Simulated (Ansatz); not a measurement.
# Where H_O puts its levels in the gap of MgO (Fm-3m)

Aim: at which Fermi levels does H_O in MgO (Fm-3m) change its charge? The model is a cell of 54 host atoms with 1 O taken out and 1 H put in.

Main program and level: Ansatz 0.2.0; place-levels on r2SCAN runs: charge-transition levels and formation energies with image-charge correction and potential alignment at the atomic sites; PAW set soft_1.

**Measured values to reproduce.**

For MgO, rocksalt (bulk crystal), “Electronic structure of alkaline earth and post-transition metal oxides” (2009, arxiv:0908.1581) quotes earlier work: band gap (literature experimental gap) 7.83 eV [Literature value based on experiment; other listed experimental values range from 7.7 to …].

### 1. The starting structure

The cell holds 54 atoms: 27 Mg, 26 O and 1 H. Cell: a = 8.925 Å, b = 8.925 Å, c = 8.925 Å, α = 60.0°, β = 60.0°, γ = 60.0°. It derives from MgO (space group Fm-3m). Nearest the centre at fractional (0.500, 0.500, 0.500): H28 at 0.00 Å, Mg51 at 2.10 Å, Mg47 at 2.10 Å, Mg35 at 2.10 Å, Mg45 at 2.10 Å, Mg29 at 2.10 Å, Mg33 at 2.10 Å, O30 at 2.98 Å.

Coordinates:

```xyz
54
Lattice="0.0000 6.3112 6.3112 6.3112 0.0000 6.3112 6.3112 6.3112 0.0000" Properties=species:S:1:pos:R:3 pbc="T T T"
Mg    0.0000    0.0000    0.0000
O     2.1037    2.1037    2.1037
Mg    2.1037    2.1037    0.0000
O     4.2075    4.2075    2.1037
Mg    4.2075    4.2075    0.0000
O     6.3112    6.3112    2.1037
Mg    2.1037    0.0000    2.1037
O     4.2075    2.1037    4.2075
Mg    4.2075    2.1037    2.1037
O     6.3112    4.2075    4.2075
Mg    6.3112    4.2075    2.1037
O     8.4150    6.3112    4.2075
Mg    4.2075    0.0000    4.2075
O     6.3112    2.1037    6.3112
Mg    6.3112    2.1037    4.2075
O     8.4150    4.2075    6.3112
Mg    8.4150    4.2075    4.2075
O    10.5187    6.3112    6.3112
Mg    0.0000    2.1037    2.1037
O     2.1037    4.2075    4.2075
Mg    2.1037    4.2075    2.1037
O     4.2075    6.3112    4.2075
Mg    4.2075    6.3112    2.1037
O     6.3112    8.4150    4.2075
Mg    2.1037    2.1037    4.2075
O     4.2075    4.2075    6.3112
Mg    4.2075    4.2075    4.2075
H     6.3112    6.3112    6.3112
Mg    6.3112    6.3112    4.2075
O     8.4150    8.4150    6.3112
Mg    4.2075    2.1037    6.3112
O     6.3112    4.2075    8.4150
Mg    6.3112    4.2075    6.3112
O     8.4150    6.3112    8.4150
Mg    8.4150    6.3112    6.3112
O    10.5187    8.4150    8.4150
Mg    0.0000    4.2075    4.2075
O     2.1037    6.3112    6.3112
Mg    2.1037    6.3112    4.2075
O     4.2075    8.4150    6.3112
Mg    4.2075    8.4150    4.2075
O     6.3112   10.5187    6.3112
Mg    2.1037    4.2075    6.3112
O     4.2075    6.3112    8.4150
Mg    4.2075    6.3112    6.3112
O     6.3112    8.4150    8.4150
Mg    6.3112    8.4150    6.3112
O     8.4150   10.5187    8.4150
Mg    4.2075    4.2075    8.4150
O     6.3112    6.3112   10.5187
Mg    6.3112    6.3112    8.4150
O     8.4150    8.4150   10.5187
Mg    8.4150    8.4150    8.4150
O    10.5187   10.5187   10.5187
```

The host's dielectric constants go in as inputs: 3.24 for the electrons alone, 10.37 with the ions, from a response run on this crystal (DFPT, PBEsol) at that run's own cell.

The cell's shortest repeat is 8.9 Å.

### 2. Charge states

A transition level is the Fermi level at which two charge states cost the same, so each charge needs its own total energy, at its own relaxed structure.

Random displacements of about 0.05 Å break the site symmetry at the start, so that the relaxation can reach a distorted minimum if there is one. Forces are taken at one point at (¼, ¼, ¼). The cell holds 1 electron more than the neutral one, with a uniform background that keeps it neutral on the whole.

The sampling was tested on the host first: at the k-points planned (1x1x1 shifted 0.25 0.25 0.25) its energy lies 0.020 eV an atom from the dense-mesh value, under the bound of 0.02 eV set for this test; that bounds the host's error, not the defect's.

One of the inputs; charge, spin and start change from state to state.

Contents of qm1.relax/input.yaml:

```yaml
crystal:
  lattice:
    - [0.0, 2.10374764, 2.10374764]
    - [2.10374764, 0.0, 2.10374764]
    - [2.10374764, 2.10374764, 0.0]
  atoms:
    - { symbol: Mg, position: [0.0, 0.0, 0.0] }
    - { symbol: O, position: [0.5, 0.5, 0.5] }
  supercell: [3, 3, 3]
  defects: [{ substitution: { at: 27, symbol: H } }]
total_charge: -1
basis:
  ecutwfc: 500
  xc_grid: 2
hamiltonian:
  xc: r2scan
  pseudopotentials: { kind: paw, azcp: { folder: soft_1 } }
kpoints:
  mp_grid: { grid: [1, 1, 1], shift: [0.25, 0.25, 0.25] }
scf:
  occupations: { method: fixed }
  max_iter: 60
output:
  forces: true
  charged_corrections: { epsilon: 3.24, static_epsilon: 10.37 }
relax:
  f_tol: 0.02
  max_steps: 80
  random_displacement: { amplitude: 0.05, seed: 9508 }
checkpoint:
  write: "../qm1.relax.run"
  compress: false
  write_wavefunctions: true
  write_every: 100000
```

The run is started by

```bash
> ansatz run input.yaml --threads 4 --pin off --max-ram 7536MiB --backend cpu --events-out ev --progress --plain --runs-dir out
```

Defect states can disperse in a cell of this size, so the energy is taken again at a 2×2×2 shifted mesh, on the relaxed structure.

The run of this state that the levels use, under r2SCAN:

Contents of qm1.point/input.yaml:

```yaml
crystal:
  checkpoint: "../qm1.relax.run"
  host: checkpoint
total_charge: -1
basis:
  ecutwfc: 500
  xc_grid: 2
hamiltonian:
  xc: r2scan
  pseudopotentials: { kind: paw, azcp: { folder: soft_1 } }
kpoints:
  mp_grid: { grid: [2, 2, 2], shift: [0.5, 0.5, 0.5] }
scf:
  occupations: { method: fermi_dirac, width: 0.01 }
  max_iter: 60
output:
  forces: true
  eigenvalues: true
  charged_corrections:
    epsilon: 3.24
    static_epsilon: 10.37
    defect_position: [0.5, 0.5, 0.5]
  eigenstates: { localisation: true }
  populations: true
  band_densities: [{ bands: [v1, v1] }, { bands: [c1, c1] }]
  write_density: true
  write_potential: true
  volumetric_format: npy
  elf: true
checkpoint:
  read: "../qm1.relax.run"
  write: "../qm1.point.run"
  compress: false
  write_wavefunctions: false
  write_every: 100000
```

Relaxations under r2SCAN at one point at (¼, ¼, ¼); times on 4 threads of Arm Neoverse V1, shared host:

```csv
charge,moment (μB),occupations,outcome,steps,largest displacement against the far atoms (Å),time
−1,0,fixed,converged,14,1.51,2.3 min
0,1,fixed,converged,9,0.60,3.9 min
+1,0,fixed,converged,4,0.10,52 s
+2,1,fixed,converged,6,0.09,3.5 min
```

Single points under r2SCAN at a 2×2×2 shifted mesh; times on 4 threads of Arm Neoverse V1, shared host:

```csv
charge,moment (μB),occupations,outcome,time
−1,0,fermi-dirac,converged,47 s
0,1,fermi-dirac,converged,2.4 min
+1,0,fermi-dirac,converged,60 s
+2,1,fermi-dirac,converged,2.8 min
```

Distances (Å) from H28 to the nearest atoms after relaxation with r2SCAN:

```csv
charge,moment (μB),1.,2.,3.,4.,5.,6.
−1,0,Mg 1.73,Mg 1.73,Mg 1.73,Mg 2.02,O 2.13,O 2.13
0,1,Mg 1.88,Mg 1.88,Mg 1.88,O 2.55,O 2.55,O 2.55
+1,0,Mg 2.20,Mg 2.20,Mg 2.20,Mg 2.20,Mg 2.20,Mg 2.20
+2,1,Mg 2.19,Mg 2.19,Mg 2.19,Mg 2.19,Mg 2.19,Mg 2.20
```

### 3. place-levels, r2SCAN

A charged cell interacts with its images and the background, and its potential has another zero than the host's. place-levels removes the first by a point-charge model, screened by the static dielectric constant since the ions have relaxed around the charge, and the second by comparing potentials at atoms far from the defect.

The host is a run of the defect-free crystal in the same cutoffs, grids and k-points, so that basis and sampling errors cancel in part in the differences. The host is run in a cell of 2 atoms on a matching mesh. Its band edges are searched through the zone by a band path, so the gap is smaller than, or equal to, that on the mesh. Chemical potentials are energies per atom of O (O2 molecule) and H (H2 molecule), run with the same functional and cutoff.

Contents of levels.point.yaml:

```yaml
host:
  run: host.point.run
states: [qm1.point.run, q0_M1.point.run, qp1.point.run, qp2_M1.point.run]
geometry_from:
  qm1.point.run: qm1.relax.run
  q0_M1.point.run: q0_M1.relax.run
  qp1.point.run: qp1.relax.run
  qp2_M1.point.run: qp2_M1.relax.run
chemical_potentials:
  O:
    energy: -565.989614
    dataset: <sha256 of the dataset>
  H:
    energy: -15.945394
    dataset: "<sha256 of the dataset>"
epsilon: 3.24
static_epsilon: 10.37
vertical:
  - { from: qm1.point.run, to: qm1.point_neutral.run }
  - { from: qp1.point.run, to: qp1.point_neutral.run }
  - { from: qp2_M1.point.run, to: qp2_M1.point_neutral.run }
```

The run is started by

```bash
> ansatz place-levels levels.point.yaml -- --threads 4 --pin off --max-ram 7536MiB
```

Numbers of over 12 decimals in the logs are rounded to 6 here.

The program printed:

```text
[... repeated set-up lines and file paths are left out, and long positions are rounded to six places ...]
(+2/+1) 0.000 eV above the valence edge (-0.674 eV without the band-filling correction), 5.678 eV under the conduction edge
(+1/0) 5.863 eV above the valence edge, in the conduction band
(0/-1) 5.949 eV above the valence edge, in the conduction band
formation energy of charge +2: +2.636 eV with the Fermi level at the valence edge
formation energy of charge +1: +2.636 eV with the Fermi level at the valence edge
formation energy of charge 0: +8.499 eV with the Fermi level at the valence edge
formation energy of charge -1: +14.448 eV with the Fermi level at the valence edge
vertical -1 to 0: no energy, since no alignment is typed
  the change from vertical[0].from (qm1.point.run) to vertical[0].to (qm1.point_neutral.run): by its potential at epsilon 3.24 it stands at 0.506 0.505 0.506, with an rms radius of about 1.1 Å (0.6 0.6 0.6 Å across the planes of the cell's vectors); [...]
vertical +1 to 0: no energy, since no alignment is typed
  the change from vertical[1].from (qp1.point.run) to vertical[1].to (qp1.point_neutral.run): by its potential at epsilon 3.24 it stands at 0.500 0.500 0.500, with an rms radius of about 3.3 Å (1.9 1.9 1.9 Å across the planes of the cell's vectors); [...]
vertical +2 to 0: no energy, since no alignment is typed
  the change from vertical[2].from (qp2_M1.point.run) to vertical[2].to (qp2_M1.point_neutral.run): by its potential at epsilon 3.24 it stands at 0.499 0.501 0.499, with an rms radius of about 4.4 Å (2.6 2.5 2.6 Å across the planes of the cell's vectors); [...]
  edges by r2scan, gap 5.678 eV; the host is sampled to repeats of 17.85 Å
  the defect's cells are sampled to repeats of 17.85 Å, like sampling
  charge +2: -66916.7241 eV with its correction of +0.540 eV, at epsilon 10.37, aligned at sites: -0.2345 eV, mean over 21 atomic sites at or beyond 4.46 Å from the defect at [0.5000, 0.5000, 0.5000], with -0.000000 for the charge's moments and without [...]
  states[3] (qp2_M1.point.run): levels filled in part (TS 0.005 eV): its energy is of no whole electron's
  charge +1: -66909.7133 eV with its correction of +0.131 eV, at epsilon 10.37, aligned at sites: -0.1212 eV, mean over 21 atomic sites at or beyond 4.46 Å from the defect at [0.5000, 0.5000, 0.5000], with +0.000000 for the charge's moments and without [...]
  charge 0: +0.000 eV for its dipole among its images, +0.000 omitted
  charge -1: -66882.5330 eV with its correction of +0.342 eV, at epsilon 10.37, aligned at sites: -0.0896 eV, mean over 21 atomic sites at or beyond 4.46 Å from the defect at [0.5000, 0.5000, 0.5000], with -0.000000 for the charge's moments and without [...]
  of states[3] (qp2_M1.point.run): it parts from the run at its places by a charge that spreads by about 2.6 Å along one vector (1.3 Å or more is wide), by its potential at epsilon 3.24, taken for that of held ions (one typed too small widens it), where the [...]
  of states[2] (qp1.point.run): it parts from the run at its places by a charge that spreads by about 1.9 Å along one vector (1.3 Å or more is wide), by its potential at epsilon 3.24, taken for that of held ions (one typed too small widens it), where the cell [...]
  of states[1] (q0_M1.point.run): its alignment with the host at atomic sites is doubtful: the cell is too small to show whether the defect's potential has decayed: take a larger one; stability_check_not_made
  of states[0] (qm1.point.run): its alignment with the host at atomic sites is doubtful: the cell is too small to show whether the defect's potential has decayed: take a larger one
  of vertical[0].to (qm1.point_neutral.run): stability_check_not_made
  of vertical[1].from (qp1.point.run): it parts from the run at its places by a charge that spreads by about 1.9 Å along one vector (1.3 Å or more is wide), by its potential at epsilon 3.24, taken for that of held ions (one typed too small widens it), where [...]
  of vertical[1].to (qp1.point_neutral.run): its moments are held at its close (magnetization.spin_locking), by a field of 0.161 eV a Bohr magneton, and its energy and levels are of the state that this holds: a run that lets them go can end lower; [...]
  vertical[2].from (qp2_M1.point.run): levels filled in part (TS 0.005 eV): its energy is of no whole electron's
  of vertical[2].from (qp2_M1.point.run): its moments are held at its close (magnetization.spin_locking), by a field of 0.013 eV a Bohr magneton, and its energy and levels are of the state that this holds: a run that lets them go can end lower; [...]
  of vertical[2].to (qp2_M1.point_neutral.run): its moments are held at its close (magnetization.spin_locking), by a field of 0.139 eV a Bohr magneton, and its energy and levels are of the state that this holds: a run that lets them go can end lower; [...]
```

Wall time 0.42 s (4 threads of Arm Neoverse V1, shared host).

Levels between the charges placed, in eV above the valence top:

```csv
,gap (eV),(+2/+1),(+1/0),(0/−1)
r2SCAN,5.68,0.00,5.86,5.95
```

Corrections by state:

```csv
charge,moment (μB),image terms and alignment (eV),band filling (eV),ε used,"over the lowest of its charge, as the program ranks them, band filling apart (eV)"
+2,1.0,0.540,-0.674,10.37,0.000
+1,0.0,0.131,-,10.37,0.000
0,1.0,0.000,-,-,0.000
−1,0.0,0.342,-,10.37,0.000
```

The charged structures listed were also run neutral, and place-levels reads from each pair, by the potential or the spins, how wide the charge is by which they differ; that can be the carrier of either run.

```csv
charge,rms radius (Å),spread where it is widest against the cell (Å),wide from (Å),reading
+2,4.4,2.60,1.26,wide
+1,3.3,1.92,1.26,wide
−1,1.1,0.64,1.26,narrow
```

The neutral runs of these pairs need not share the spin of the lowest neutral state, and very wide values only mean spread over the cell.

From the program's caveats on the states, each cut to its opening words:

- charge +2 (1 μB): it parts from the run at its places by a charge that spreads by about 2.6 Å along one vector (1.3 Å or more is wide), by its potential at epsilon 3.24, taken [...]
- charge +2 (1 μB): a band-filling correction moves a carrier to the host's band edge, which changes its energy by -0.674 eV
- charge +2 (1 μB), +1, 0 (1 μB), −1: its alignment with the host at atomic sites is doubtful: the cell is too small to show whether the defect's potential has decayed: take a larger one
- charge +2 (1 μB): its moments are held at its close (magnetization.spin_locking), by a field of 0.013 eV a Bohr magneton, and its energy and levels are of the state that this [...]
- charge +2 (1 μB), 0 (1 μB): flagged: stability check not made
- charge +1: it parts from the run at its places by a charge that spreads by about 1.9 Å along one vector (1.3 Å or more is wide), by its potential at epsilon 3.24, taken [...]

The host's formation energy from the elements is -2.963 eV per atom; it sets how far the chemical potentials can move.

Limit set by the element alone; other compounds of these elements are not counted. Chemical potentials from the elements' reference states: Mg 0.00 eV, O -5.93 eV, H 0.00 eV. Formation energy by charge state (Mg-rich; gap 5.68 eV):

```csv
charge,at valence top (eV),at conduction bottom (eV),correction included (eV)
+2,-3.29,8.07,-0.13
+1,-3.29,2.39,0.13
0,2.57,2.57,0.00
−1,8.52,2.84,0.34
```

| Fermi level (eV) | lowest formation energy (eV) |
| --- | --- |
| 0.00 | -3.29 |
| 0.52 | -2.77 |
| 1.03 | -2.26 |
| 1.55 | -1.74 |
| 2.06 | -1.23 |
| 2.58 | -0.71 |
| 3.10 | -0.19 |
| 3.61 | 0.33 |
| 4.13 | 0.84 |
| 4.65 | 1.36 |
| 5.16 | 1.87 |
| 5.68 | 2.39 |

Limit set by the element alone; other compounds of these elements are not counted. Chemical potentials from the elements' reference states: O 0.00 eV, Mg -5.93 eV, H 0.00 eV. Formation energy by charge state (O-rich; gap 5.68 eV):

```csv
charge,at valence top (eV),at conduction bottom (eV),correction included (eV)
+2,2.64,13.99,-0.13
+1,2.64,8.31,0.13
0,8.50,8.50,0.00
−1,14.45,8.77,0.34
```

(Fermi level (eV), lowest formation energy (eV)): (0.00, 2.64), (0.52, 3.15), (1.03, 3.67), (1.55, 4.18), (2.06, 4.70), (2.58, 5.22), (3.10, 5.74), (3.61, 6.25), (4.13, 6.77), (4.65, 7.28), (5.16, 7.80), (5.68, 8.31)

### 4. The same at the relaxations' own k-points

The relaxations' own energies give the levels at their sampling, for comparison.

Contents of levels.relax_mesh.yaml:

```yaml
host:
  run: host.relax.run
states: [qm1.relax.run, q0_M1.relax.run, qp1.relax.run, qp2_M1.relax.run]
chemical_potentials:
  O:
    energy: -565.989614
    dataset: <sha256 of the dataset>
  H:
    energy: -15.945394
    dataset: "<sha256 of the dataset>"
```

The run is started by

```bash
> ansatz place-levels levels.relax_mesh.yaml -- --threads 4 --pin off --max-ram 7536MiB
```

The program printed:

```text
(+2/+1) 0.009 eV beneath the valence edge (-0.607 eV without the band-filling correction), in the valence band
(+1/0) 5.741 eV above the valence edge, in the conduction band
(0/-1) 5.749 eV above the valence edge, in the conduction band
formation energy of charge +2: +2.431 eV with the Fermi level at the valence edge
formation energy of charge +1: +2.423 eV with the Fermi level at the valence edge
formation energy of charge 0: +8.164 eV with the Fermi level at the valence edge
formation energy of charge -1: +13.913 eV with the Fermi level at the valence edge
  edges by r2scan, gap 5.659 eV; the host is sampled to repeats of 8.93 Å
[... the lines on each state left out ...]
```

Run time: 0.12 s. Hardware: 4 threads.

Levels between neighbouring charges, in eV above the valence top:

```csv
,gap (eV),(+2/+1),(+1/0),(0/−1)
"one point at (¼, ¼, ¼)",5.66,-0.01,5.74,5.75
a 2×2×2 shifted mesh,5.68,0.00,5.86,5.95
```

Going from one point at (¼, ¼, ¼) to a 2×2×2 shifted mesh moves the levels that carry no band-filling term by up to 0.20 eV and formation energies against the elements by up to 0.54 eV; band-filling terms, which differ between samplings, are in these energies.

### 5. Summary of results

```json
{
 "gap of the host": "5.68 eV (r2SCAN)",
 "level (plus 2/plus 1)": "0.00 eV above the valence top (-0.67 eV above the valence top without the band-filling term)",
 "level (plus 1/0)": "5.86 eV above the valence top, past the conduction bottom",
 "level (0/minus 1)": "5.95 eV above the valence top, past the conduction bottom",
 "lowest of the charges placed, just above the valence top (0.02 eV)": "+1",
 "lowest of the charges placed, just below the conduction bottom (0.02 eV)": "+1",
 "lowest formation energy at mid-gap of the charges run, Mg-rich": "-0.45 eV",
 "lowest formation energy at mid-gap of the charges run, O-rich": "5.48 eV"
}
```

Of the charges placed (−1, 0, +1 and +2), +1 is the lowest from 0.02 eV above the valence top to 0.02 eV below the conduction bottom, a gap of 5.68 eV. States placed: +2 at 1 μB; +1 at 0 μB; 0 at 1 μB; −1 at 0 μB. Other spin states or structures, where not listed, weren't placed. The program finds carriers beyond a band edge of the host and adds a band-filling term at charge +2 (-0.67 eV); steps to such a charge show no bound level, and a defect level inside a band would be read the same way. At charge −1 the atom put in ends up to 1.5 Å from its starting place, so the name tells the start alone and the levels can join different sites. H is taken at its element; compounds, which aren't counted here, bound the chemical potentials and would shift these formation energies. Going from one point at (¼, ¼, ¼) to a 2×2×2 shifted mesh moves the levels that carry no band-filling term by up to 0.20 eV and formation energies against the elements by up to 0.54 eV; band-filling terms, which differ between samplings, are in these energies. The program doubts the alignment of potentials for at least one state, a sign that the cell is small. What this leaves open: the images are only 8.9 Å apart; r2SCAN makes the gap too small and tends to spread out bound carriers; where a gas molecule sets a chemical potential or the host's formation energy, its binding is uncorrected; force components of up to 0.14 eV/Å remain in a run at the final settings.

Calculation against experiment:

| quantity | measured | r2SCAN |
| --- | --- | --- |
| band gap (least gap of the host) (eV) | 7.83 | 5.68 (-2.15 eV) |

Measured values from arxiv:0908.1581 (2009).

**Verdict.** The band gap is off by -2.15 eV: a clear miss. Local and semilocal functionals usually give gaps below the measured ones. Zero-point and thermal motion shift the measured gap.

[Logs are printed without paths, hosts, clocks, repeated set-up lines and the standing remarks that a program may print on its own settings, such as how far it seeks lower states.]

[Hosts, paths, dates, database ids (printed as entryN), source tags and the programs' standing remarks are cut or masked in the printed files.]

[Where a table of states has a column of steps, it counts the stored structures, which are thinned; the runs took as many ionic steps or more.]

[A defect's name tells the site on which it was built; relaxed atoms can leave that site.]

[For some hosts the program warned that the k-mesh of the response run may be too coarse for force constants and the static dielectric constant; such warnings are not shown here.]
